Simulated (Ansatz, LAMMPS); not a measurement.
## Glassy 71SiO2-10B2O3-10MgO-10Na2O (mol %) (127 atoms): a reference run and its variants

Density of this cell: 2.47 g/cm³. The cell holds 127 atoms: 29 Si, 8 B, 4 Mg, 8 Na and 78 O. Its edges and angles: a = 11.781 Å, b = 11.781 Å, c = 11.781 Å, α = 90.0°, β = 90.0°, γ = 90.0°. 127 atoms (29 Si, 8 B, 4 Mg, 8 Na, 78 O) placed at random at 2.29 g/cm³, melted at 3000 K for 20 ps at fixed volume with the Buckingham and Coulomb pair potential of Guillot and Sator (Geochim. Cosmochim. Acta 71, 1249 (2007)) with the boron terms of Wang et al. (J. Non-Cryst. Solids 498, 294 (2018)). Quenched from 3000 K to 300 K at 20 K/ps and fixed volume, held 10 ps at zero pressure.

Geometry: as built.

Reference run: Kohn-Sham DFT, PBE, PAW (set soft_2), plane waves (Ansatz 0.2.0), cutoff 420 eV, Γ point, fermi-dirac smearing of 0.025 eV.

```
r.m.s. force component                           : 1.053 eV/Å
pressure                                         : -0.9097 GPa
gap (highest filled to lowest empty level) : 1.741 eV
SCF cycles                                       : 10
time                                             : 41 s on 4 threads of Arm Neoverse V1, shared host
```

Variants, in no order:
A. support functions medium, spacing 0.33 Å
B. support functions medium
C. support functions medium, spacing 0.275 Å

**Question.** Rank the variants by how far their forces lie from the reference's, least first.

B, C, A.

| variant | Δ force, r.m.s. (meV/Å) | share of r.m.s. force (%) |
| --- | --- | --- |
| B. support functions medium | 0.833 | 0.0792 |
| C. support functions medium, spacing 0.275 Å | 6.83 | 0.649 |
| A. support functions medium, spacing 0.33 Å | 61.2 | 5.81 |

[Logs are printed without paths, hosts, clocks, repeated set-up lines and the standing remarks that a program may print on its own settings, such as how far it seeks lower states.]

[Hosts, paths, dates, database ids (printed as entryN), source tags and the programs' standing remarks are cut or masked in the printed files.]
